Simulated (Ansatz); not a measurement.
# BiN, from a guessed structure to a relaxed one

This structure for BiN is made up. Its elements were placed in a known structure type with a cell scaled to their sizes. What cell does the guess relax to, and how far off was it?

Calculated with Ansatz 0.2.0; DFT, PBEsol, plane-wave PAW, files of the set soft_1, scalar-relativistic, no spin, cell and ions relaxed at zero pressure; PAW set soft_1.

**1. The structure**

Symmetry: Fm-3m, No. 225, cubic system. Conventional cell: a = 5.343 Å, b = 5.343 Å, c = 5.343 Å, α = 90.00°, β = 90.00°, γ = 90.00°. Bi has 6 N at 2.67 Å nearest. Nearest to N lie 6 Bi at 2.67 Å. Farther neighbours and most contacts between anions are not listed.

**2. Relaxation of the guess**

The guess takes its coordinates from another compound and its volume from a rule, so the cell and any free coordinates are relaxed together.

Contents of input.yaml:

```yaml
crystal:
  lattice:
    - [0.0, 2.6715, 2.6715]
    - [2.6715, 0.0, 2.6715]
    - [2.6715, 2.6715, 0.0]
  atoms:
    - { symbol: Bi, position: [0.5, 0.5, 0.5] }
    - { symbol: "N", position: [0.0, 0.0, 0.0] }
kpoints:
  mp_grid: { grid: [9, 9, 9] }
scf:
  occupations: { method: fermi_dirac, width: 0.05 }
hamiltonian:
  xc: pbesol
  pseudopotentials: { kind: paw, azcp: { folder: soft_1 }, xc_functional: pbe }
relax:
  f_tol: 0.015
  max_steps: 70
  cell: {}
output:
  forces: true
  stress: true
```

Launch:

```sh
> ansatz run input.yaml --threads 4 --pin off --max-ram 8192MiB --backend cpu --events-out ev --progress --plain --runs-dir out
```

Numbers of over 12 decimals in the logs are rounded to 6 here.

The log of the run:

```text
Engine: ansatz 0.2.0, aarch64-unknown-linux-gnu
Pseudopotentials: kind: paw
Pseudopotential: Bi, paw, valence charge 15, recommended cutoff 420 eV (normal), soft_1/Bi.paw.azcp
Pseudopotential: N, paw, valence charge 5, recommended cutoff 420 eV (normal), soft_1/N.paw.azcp
Functional definition: PBEsol
  exchange = pbesol_x
  correlation = pbesol_c
Crystal: 2 atoms, lattice volume = 38.133 Å³
Basis set: ecut = 420 eV, 725 PW (Γ), exchange–correlation on 54×54×54 points (8 copies of the dense FFT grid, shifted against one another)
Bands: 14, of which v1, the nominal top of the filled ones, is band 10 counted from 1 (9 counted from 0)
Symmetry: 48 space group operations
Space group: Fm-3m (ITA 225), of the structure as read, at distance tolerance 3.4e-5 Å
k-points: 35 of 729
Non-local potential: Bi, projectors of the file, l = 0: 2, l = 1: 2, l = 2: 2, l = 3: 1
Non-local potential: N, projectors of the file, l = 0: 2, l = 1: 2, l = 2: 1
PAW form: soft (Blöchl's): semilocal exchange-correlation on the pseudo side does not see the compensation charge
PAW frozen core: Bi, regenerated for the run's functional, and the local potential with it (the file was generated under x = pbe(κ = 0.804, μ = 0.219515), c = pbe(β = 0.066725))
PAW frozen core: N, regenerated for the run's functional, and the local potential with it (the file was generated under x = pbe(κ = 0.804, μ = 0.219515), c = pbe(β = 0.066725))
PAW one-centre angular grid: Bi, 590 points (default); XC on 64 Gauss nodes
PAW one-centre angular grid: N, 110 points (default); XC on 64 Gauss nodes
Initial density: superposition of atomic densities (chi_scale 0.1, normalization cell, long waves kept (reshape's long-wave potential 0.00 eV rms))
Initial wavefunctions: pseudopotential atomic-orbital guess
Functional: x = pbesol(κ = 0.804, μ = 0.123457), c = pbesol(β = 0.046)
SCF iter   1: F=—  HF=-12621.552124 eV  |F-HF|=—  |Δ(HF+E_count)|=         —  Δρ=4.29e-2  dr2=1.20e0  ethr=3.10e-3  ⟨swp⟩=5.9  Hψ=2735  notcnv=0
preconditioner: auto → none  [insulator: Δε(μ)=0.656 eV  Ē_g=18.905 eV  σ=0.050 eV  W_gap=1.00  n_scr=14 (ndim 8)  ℏωp=26.9 eV  f_vac=0.000  D(μ)=0.00/eV (n_scr^D=0)  ε∞_Penn≈3.0]
SCF iter   2: F=—  HF=-12621.392198 eV  |F-HF|=—  |Δ(HF+E_count)|=   1.60e-1  Δρ=2.09e-2  dr2=2.87e-1  ethr=3.10e-3  ⟨swp⟩=1.1  Hψ=778  notcnv=0
SCF iter   3: F=—  HF=-12621.343616 eV  |F-HF|=—  |Δ(HF+E_count)|=   4.86e-2  Δρ=2.23e-3  dr2=1.12e-3  ethr=1.44e-3  ⟨swp⟩=2.0  Hψ=629  notcnv=0
SCF iter   4: F=—  HF=-12621.343727 eV  |F-HF|=—  |Δ(HF+E_count)|=   1.12e-4  Δρ=5.83e-4  dr2=5.63e-5  ethr=5.62e-6  ⟨swp⟩=2.0  Hψ=957  notcnv=0
SCF iter   5: F=—  HF=-12621.343841 eV  |F-HF|=—  |Δ(HF+E_count)|=   1.14e-4  Δρ=8.59e-5  dr2=3.24e-6  ethr=2.82e-7  ⟨swp⟩=2.1  Hψ=661  notcnv=0
SCF iter   6: F=-12621.343841 eV  HF=-12621.343841 eV  |F-HF|=3.52e-8  |Δ(HF+E_count)|=   5.58e-7  Δρ=1.02e-5  dr2=4.52e-8  ethr=5.00e-10  ⟨swp⟩=3.1  Hψ=2007  notcnv=0
SCF 1 converged in 6 iterations: F = -12621.343841 eV  dr2 = 4.52e-8
  greatest PAW one-centre occupation: 0.990 electrons in one spin orbital (limit 2), on the Bi atom at site 0 (counted from 0), in its partial waves of l = 2
relax step   1: F+E_penalty+E_count = -12621.34384141 eV  Δ(F+E_penalty+E_count) = +0.000e0 eV  max|allowed force component| = 6.258e-29 eV/Å  Δτ_max = 0.0000 Å  P = -14.576 GPa  Ω = 38.133 Å³  (6 SCF iters, dr2 threshold 1.00e-7 eV, accepted)
Crystal: 2 atoms, lattice volume = 32.823 Å³
Basis set: ecut = 420 eV, 645 PW (Γ), exchange–correlation on 54×54×54 points (8 copies of the dense FFT grid, shifted against one another)
Initial density: handed on by an earlier stage of this run
Initial wavefunctions: those handed on with the density
iter 1 solved again at ethr=5.63e-4 eV; its pass at ethr=3.10e-3 eV (dr2=1.13e-1 eV) is discarded
SCF iter   1: F=—  HF=-12621.644643 eV  |F-HF|=—  |Δ(HF+E_count)|=         —  Δρ=1.64e-2  dr2=1.11e-1  ethr=5.63e-4  ⟨swp⟩=1.0  Hψ=3512  notcnv=0
preconditioner: auto → none  [insulator: Δε(μ)=0.442 eV  Ē_g=19.652 eV  σ=0.050 eV  W_gap=0.98  n_scr=14 (ndim 8)  ℏωp=29.0 eV  f_vac=0.000  D(μ)=0.04/eV (n_scr^D=0)  ε∞_Penn≈3.2]
SCF iter   2: F=—  HF=-12621.626206 eV  |F-HF|=—  |Δ(HF+E_count)|=   1.84e-2  Δρ=6.60e-3  dr2=2.02e-2  ethr=5.57e-4  ⟨swp⟩=2.0  Hψ=594  notcnv=0
SCF iter   3: F=—  HF=-12621.622648 eV  |F-HF|=—  |Δ(HF+E_count)|=   3.56e-3  Δρ=7.17e-4  dr2=1.26e-4  ethr=1.01e-4  ⟨swp⟩=2.1  Hψ=650  notcnv=0
SCF iter   4: F=—  HF=-12621.622668 eV  |F-HF|=—  |Δ(HF+E_count)|=   2.03e-5  Δρ=2.12e-4  dr2=1.25e-5  ethr=6.29e-7  ⟨swp⟩=2.7  Hψ=855  notcnv=0
iter 5 did not close the SCF: its close was put off for the readings that it lacked (scf_convergence_deferred on its scf_iter line)
SCF iter   5: F=-12621.622671 eV  HF=-12621.622671 eV  |F-HF|=2.16e-8  |Δ(HF+E_count)|=   2.81e-6  Δρ=3.09e-5  dr2=1.94e-7  ethr=6.23e-8  ⟨swp⟩=2.2  Hψ=719  notcnv=0
SCF iter   6: F=-12621.622671 eV  HF=-12621.622671 eV  |F-HF|=1.88e-8  |Δ(HF+E_count)|=   8.41e-8  Δρ=8.23e-6  dr2=2.15e-8  ethr=9.68e-10  ⟨swp⟩=2.9  Hψ=1760  notcnv=0
SCF 2 converged in 6 iterations: F = -12621.622671 eV  dr2 = 2.15e-8
relax step   2: F+E_penalty+E_count = -12621.62267117 eV  Δ(F+E_penalty+E_count) = -2.788e-1 eV  max|allowed force component| = 1.476e-29 eV/Å  Δτ_max = 0.0000 Å  P = +0.246 GPa  Ω = 32.823 Å³  energy of the carried Pulay correction = +5.566e-3 eV  (6 SCF iters, dr2 threshold 2.00e-7 eV, accepted)
Crystal: 2 atoms, lattice volume = 32.899 Å³
iter 1 solved again at ethr=1.85e-7 eV; its pass at ethr=3.10e-3 eV (dr2=3.71e-5 eV) is discarded
SCF iter   1: F=—  HF=-12621.622633 eV  |F-HF|=—  |Δ(HF+E_count)|=         —  Δρ=2.99e-4  dr2=3.67e-5  ethr=1.85e-7  ⟨swp⟩=2.3  Hψ=3237  notcnv=0
preconditioner: auto → none  [insulator: Δε(μ)=0.364 eV  Ē_g=19.625 eV  σ=0.050 eV  W_gap=0.95  n_scr=14 (ndim 8)  ℏωp=29.0 eV  f_vac=0.000  D(μ)=0.09/eV (n_scr^D=0)  ε∞_Penn≈3.2]
SCF iter   2: F=—  HF=-12621.622628 eV  |F-HF|=—  |Δ(HF+E_count)|=   5.20e-6  Δρ=1.20e-4  dr2=6.70e-6  ethr=1.84e-7  ⟨swp⟩=1.0  Hψ=490  notcnv=0
iter 3 did not close the SCF: its close was put off for the readings that it lacked (scf_convergence_deferred on its scf_iter line)
SCF iter   3: F=-12621.622627 eV  HF=-12621.622627 eV  |F-HF|=7.58e-8  |Δ(HF+E_count)|=   1.31e-6  Δρ=1.83e-5  dr2=1.03e-7  ethr=3.35e-8  ⟨swp⟩=1.6  Hψ=525  notcnv=0
iter 4 did not close the SCF: its close was put off for the readings that it lacked (scf_convergence_deferred on its scf_iter line)
SCF iter   4: F=-12621.622627 eV  HF=-12621.622627 eV  |F-HF|=3.77e-9  |Δ(HF+E_count)|=   2.59e-8  Δρ=5.32e-6  dr2=1.01e-8  ethr=5.14e-10  ⟨swp⟩=2.0  Hψ=773  notcnv=0
iter 5 did not close the SCF: its close was put off for the readings that it lacked (scf_convergence_deferred on its scf_iter line)
SCF iter   5: F=-12621.622627 eV  HF=-12621.622627 eV  |F-HF|=2.73e-11  |Δ(HF+E_count)|=   1.10e-9  Δρ=9.98e-7  dr2=2.83e-10  ethr=5.04e-11  ⟨swp⟩=2.4  Hψ=645  notcnv=0
SCF iter   6: F=-12621.622627 eV  HF=-12621.622627 eV  |F-HF|=1.82e-12  |Δ(HF+E_count)|=  8.91e-11  Δρ=1.21e-7  dr2=2.35e-12  ethr=1.42e-12  ⟨swp⟩=1.0  Hψ=1343  notcnv=0
SCF 3 converged in 6 iterations: F = -12621.622627 eV  dr2 = 2.35e-12
relax step   3: F+E_penalty+E_count = -12621.62262682 eV  Δ(F+E_penalty+E_count) = +4.435e-5 eV  max|allowed force component| = 9.976e-30 eV/Å  Δτ_max = 0.0000 Å  P = -0.071 GPa  Ω = 32.899 Å³  energy of the carried Pulay correction = +5.480e-3 eV  (6 SCF iters, dr2 threshold 1.52e-7 eV, accepted)
[...]
relax step   4: F+E_penalty+E_count = -12621.62264990 eV  Δ(F+E_penalty+E_count) = -2.308e-5 eV  max|allowed force component| = 9.716e-29 eV/Å  Δτ_max = 0.0000 Å  P = -0.000 GPa  Ω = 32.882 Å³  energy of the carried Pulay correction = +5.499e-3 eV  (6 SCF iters, dr2 threshold 1.27e-8 eV, accepted)
[...]
relax step   5: F+E_penalty+E_count = -12621.62019035 eV  Δ(F+E_penalty+E_count) = +2.460e-3 eV  max|allowed force component| = 8.835e-29 eV/Å  Δτ_max = 0.0000 Å  P = -0.174 GPa  Ω = 32.882 Å³  stress off target by 1.74e-1 GPa  SCF on the basis re-selected at this cell (its energy is not comparable with the rows above)  (6 SCF iters)
[...]
relax step   6: F+E_penalty+E_count = -12621.62025636 eV  Δ(F+E_penalty+E_count) = -6.600e-5 eV  max|allowed force component| = 1.509e-29 eV/Å  Δτ_max = 0.0000 Å  P = +0.002 GPa  Ω = 32.840 Å³  energy of the carried Pulay correction = +4.338e-5 eV  (6 SCF iters, dr2 threshold 7.60e-8 eV, accepted)
iter 1 solved again at ethr=5.45e-8 eV; its pass at ethr=3.10e-3 eV (dr2=1.09e-5 eV) is discarded
SCF iter   1: F=—  HF=-12621.620234 eV  |F-HF|=—  |Δ(HF+E_count)|=         —  Δρ=1.62e-6  dr2=2.81e-10  ethr=5.45e-8  ⟨swp⟩=3.3  Hψ=4349  notcnv=0
eigensolver tolerance schedule: the retry pair's looser diagonalisation over-reported the residual by 38882.97 of it (diagonalisation noise at 2.17 of the residual, at the tolerance the schedule requests for it); recorded, not acted on — ethr = c·dr2/N_el stays at c = 1.0e-1
preconditioner: auto → none  [insulator: Δε(μ)=0.367 eV  Ē_g=19.635 eV  σ=0.050 eV  W_gap=0.95  n_scr=14 (ndim 8)  ℏωp=29.0 eV  f_vac=0.000  D(μ)=0.09/eV (n_scr^D=0)  ε∞_Penn≈3.2]
SCF iter   2: F=—  HF=-12621.620243 eV  |F-HF|=—  |Δ(HF+E_count)|=   8.98e-6  Δρ=6.39e-7  dr2=2.81e-11  ethr=1.40e-12  ⟨swp⟩=3.0  Hψ=987  notcnv=0
iter 3 did not close the SCF: its close was put off for the readings that it lacked (scf_convergence_deferred on its scf_iter line)
SCF iter   3: F=-12621.620243 eV  HF=-12621.620243 eV  |F-HF|=1.64e-11  |Δ(HF+E_count)|=  4.55e-11  Δρ=3.04e-7  dr2=5.61e-12  ethr=1.00e-12  ⟨swp⟩=1.0  Hψ=490  notcnv=0
iter 4 did not close the SCF: its close was put off for the readings that it lacked (scf_convergence_deferred on its scf_iter line)
SCF iter   4: F=-12621.620243 eV  HF=-12621.620243 eV  |F-HF|=1.82e-12  |Δ(HF+E_count)|=  1.46e-11  Δρ=1.03e-8  dr2=3.31e-14  ethr=1.00e-12  ⟨swp⟩=1.0  Hψ=490  notcnv=0
iter 5 did not close the SCF: its close was put off for the readings that it lacked (scf_convergence_deferred on its scf_iter line)
SCF iter   5: F=-12621.620243 eV  HF=-12621.620243 eV  |F-HF|=1.82e-12  |Δ(HF+E_count)|=  5.46e-12  Δρ=4.68e-9  dr2=7.02e-15  ethr=1.00e-12  ⟨swp⟩=1.0  Hψ=490  notcnv=0
iter 6 did not close the SCF: its close was put off for the readings that it lacked (scf_convergence_deferred on its scf_iter line)
SCF iter   6: F=-12621.620243 eV  HF=-12621.620243 eV  |F-HF|=3.64e-12  |Δ(HF+E_count)|=  3.64e-12  Δρ=2.30e-9  dr2=1.63e-15  ethr=1.00e-12  ⟨swp⟩=1.0  Hψ=490  notcnv=0
SCF iter   7: F=-12621.620243 eV  HF=-12621.620243 eV  |F-HF|=9.09e-12  |Δ(HF+E_count)|=  5.46e-12  Δρ=6.40e-10  dr2=1.31e-16  ethr=1.00e-12  ⟨swp⟩=1.9  Hψ=1218  notcnv=0
SCF 7 converged in 7 iterations: F = -12621.620243 eV  dr2 = 1.31e-16
relax step   7: F+E_penalty+E_count = -12621.62024256 eV  Δ(F+E_penalty+E_count) = +1.379e-5 eV  max|allowed force component| = 7.396e-30 eV/Å  Δτ_max = 0.0000 Å  P = +0.000 GPa  Ω = 32.840 Å³  stress off target by 1.09e-4 GPa  SCF on the basis re-selected at this cell (its energy is not comparable with the rows above)  (7 SCF iters)
basis re-selected at this cell: Δ(F+E_penalty+E_count) = +1.379e-5 eV, ΔP = -0.002 GPa vs the last step (what re-selecting the basis moved, of the pressure what is left beyond the Pulay correction that the steps carried, after the strain that the cell walked since its last selection, with what the two solves' SCF thresholds leave and, on support functions, any second-order correction that the steps lacked; it is no m [...]
SCF converged after 7 iterations
Free energy (F): -12621.620243 eV
Harris-Foulkes:  -12621.620243 eV  (|F-HF|=9.09e-12)
Internal energy: -12621.619136 eV  (E = F + TS)
E sigma→0 (E₀):  -12621.619690 eV
Entropy (-TS):   -0.001106 eV (-0.553 meV/atom)
Fermi energy:    13.541917 eV
--- Per-component energies (eV) ---
  E_band       = -27.774010
  E_kinetic    = 376.441114
  E_local      = -1168.633618  (includes V_loc(G=0)·N_el)
  E_nonlocal   = 447.673711
  E_hartree    = 417.296154
  E_xc         = -210.403026
  E_vxc        = -207.051060  (∫ρ·V_xc dr)
  E_paw        = -10629.167890  (= ΣΔE_a)
  E_vpaw       = -310.797443  (= ΣTr[D̂ρ^β])
  E_aug_tail   = 0.000978  (compensation charges beyond the density's cutoff)
  E_ewald      = -1854.944453
  E_core_change = 0.117893  (= ΣΔE_core)
  E_smearing   = -0.001106  (= −TS)
  E_closure    = -0.000000  (closes the sum)
  Σ components = -12621.620243   (vs F -12621.620243, Δ=0.00e0)
--- Forces (eV/Å), atoms counted from 1 ---
  atom   1  Bi     0.00000000     0.00000000    -0.00000000
  atom   2  N     -0.00000000     0.00000000     0.00000000
  max |Σ_I F_I| component: 1.47e-29 eV/Å
--- Stress (GPa, compression-positive) ---
        0.000109      -0.000000      -0.000000
       -0.000000       0.000109      -0.000000
       -0.000000      -0.000000       0.000109
  P = ⅓ Tr σ = 0.0001 GPa (0.001 kbar)
--- Relaxed structure (5 steps of the walk, 5 accepted, 2 SCFs on fresh bases) ---
  F+E_penalty+E_count = -12621.62024256 eV   max|allowed force component| = 7.396e-30 eV/Å   (the final SCF, on the basis selected at the relaxed cell)
  cell:  # Å, volume = 32.8400 Å³
    - [0, 2.541702, 2.541702]
    - [2.541702, 0, 2.541702]
    - [2.541702, 2.541702, 0]
  atoms:
    - { symbol: Bi, position: [0.5, 0.5, 0.5] }
    - { symbol: N, position: [0, 0, 0] }
```

Run time: 2.7 s. Hardware: 4 threads of Arm Neoverse V1, shared host; peak memory 0.31 GiB.

Step by step:

| step | energy less that of the first step (eV) | largest force component (eV/Å) | pressure (GPa) | volume (Å³) |
| --- | --- | --- | --- | --- |
| 1 | 0.0000 | 0.0000 | -14.58 | 38.13 |
| 2 | -0.2788 | 0.0000 | 0.25 | 32.82 |
| 3 | -0.2788 | 0.0000 | -0.07 | 32.90 |
| 4 | -0.2788 | 0.0000 | 0.00 | 32.88 |
| 5* | -0.2763 | 0.0000 | -0.17 | 32.88 |
| 6 | -0.2764 | 0.0000 | 0.00 | 32.84 |
| 7* | -0.2764 | 0.0000 | 0.00 | 32.84 |

Relaxation steps marked * repeat the geometry before them on a plane-wave basis chosen anew for their cell, so energy and pressure can jump there.

Forces are held to the 48 operations that the run works with; a distortion that breaks them can't arise in this run.

| conventional cell, symmetrised | before | after | change |
| --- | --- | --- | --- |
| a (Å) | 5.343 | 5.083 | -4.9 % |
| b (Å) | 5.343 | 5.083 | -4.9 % |
| c (Å) | 5.343 | 5.083 | -4.9 % |
| volume (Å³/atom) | 19.07 | 16.42 | -13.9 % |

Final coordinates:

```
Bi N
1.0
     0.00000    2.54170    2.54170
     2.54170    0.00000    2.54170
     2.54170    2.54170    0.00000
Bi N
1 1
Direct
  0.50000 0.50000 0.50000
  0.00000 0.00000 0.00000
```

This step gave:

* free energy: -12621.6202 eV
* energy at zero smearing: -12621.6197 eV
* smearing term TS: 0.001106 eV
* Fermi energy: 13.54 eV
* gap by band count: 0.3674 eV
* electrons: 20
* symmetry operations: 48
* pressure: 1.09e-4 GPa

The shortest distance of each pair, which need not be the same contact before and after:

| pair | guess (Å) | relaxed (Å) |
| --- | --- | --- |
| Bi–N | 2.671 | 2.542 |
| Bi–Bi | 3.778 | 3.595 |
| N–N | 3.778 | 3.595 |

The relaxation ends with a pressure of 0.00 GPa.

**3. Results**

```
space group, relaxed : Fm-3m
conventional cell    : a = 5.083, b = 5.083, c = 5.083 Å; α = 90.0°, β = 90.0°, γ = 90.0°
volume per atom      : 16.42 Å³ (guess 19.07)
```

**Reading.** BiN relaxes to Fm-3m with a = 5.083, b = 5.083 and c = 5.083 Å. The guessed volume was 16 % too large. The space group Fm-3m was held in the relaxation, so the end point is a stationary structure within it and may be a saddle against distortions or other arrangements. Mesh and cutoff weren't tested. Spin-orbit coupling is left out, which can matter for elements this heavy. No dispersion term is used, so weakly bound directions may come out too long. Nothing here tests whether the compound is stable against decomposition.

[Logs are printed without paths, hosts, clocks, repeated set-up lines and the standing remarks that a program may print on its own settings, such as how far it seeks lower states.]

[Hosts, paths, dates, database ids (printed as entryN), source tags and the programs' standing remarks are cut or masked in the printed files.]
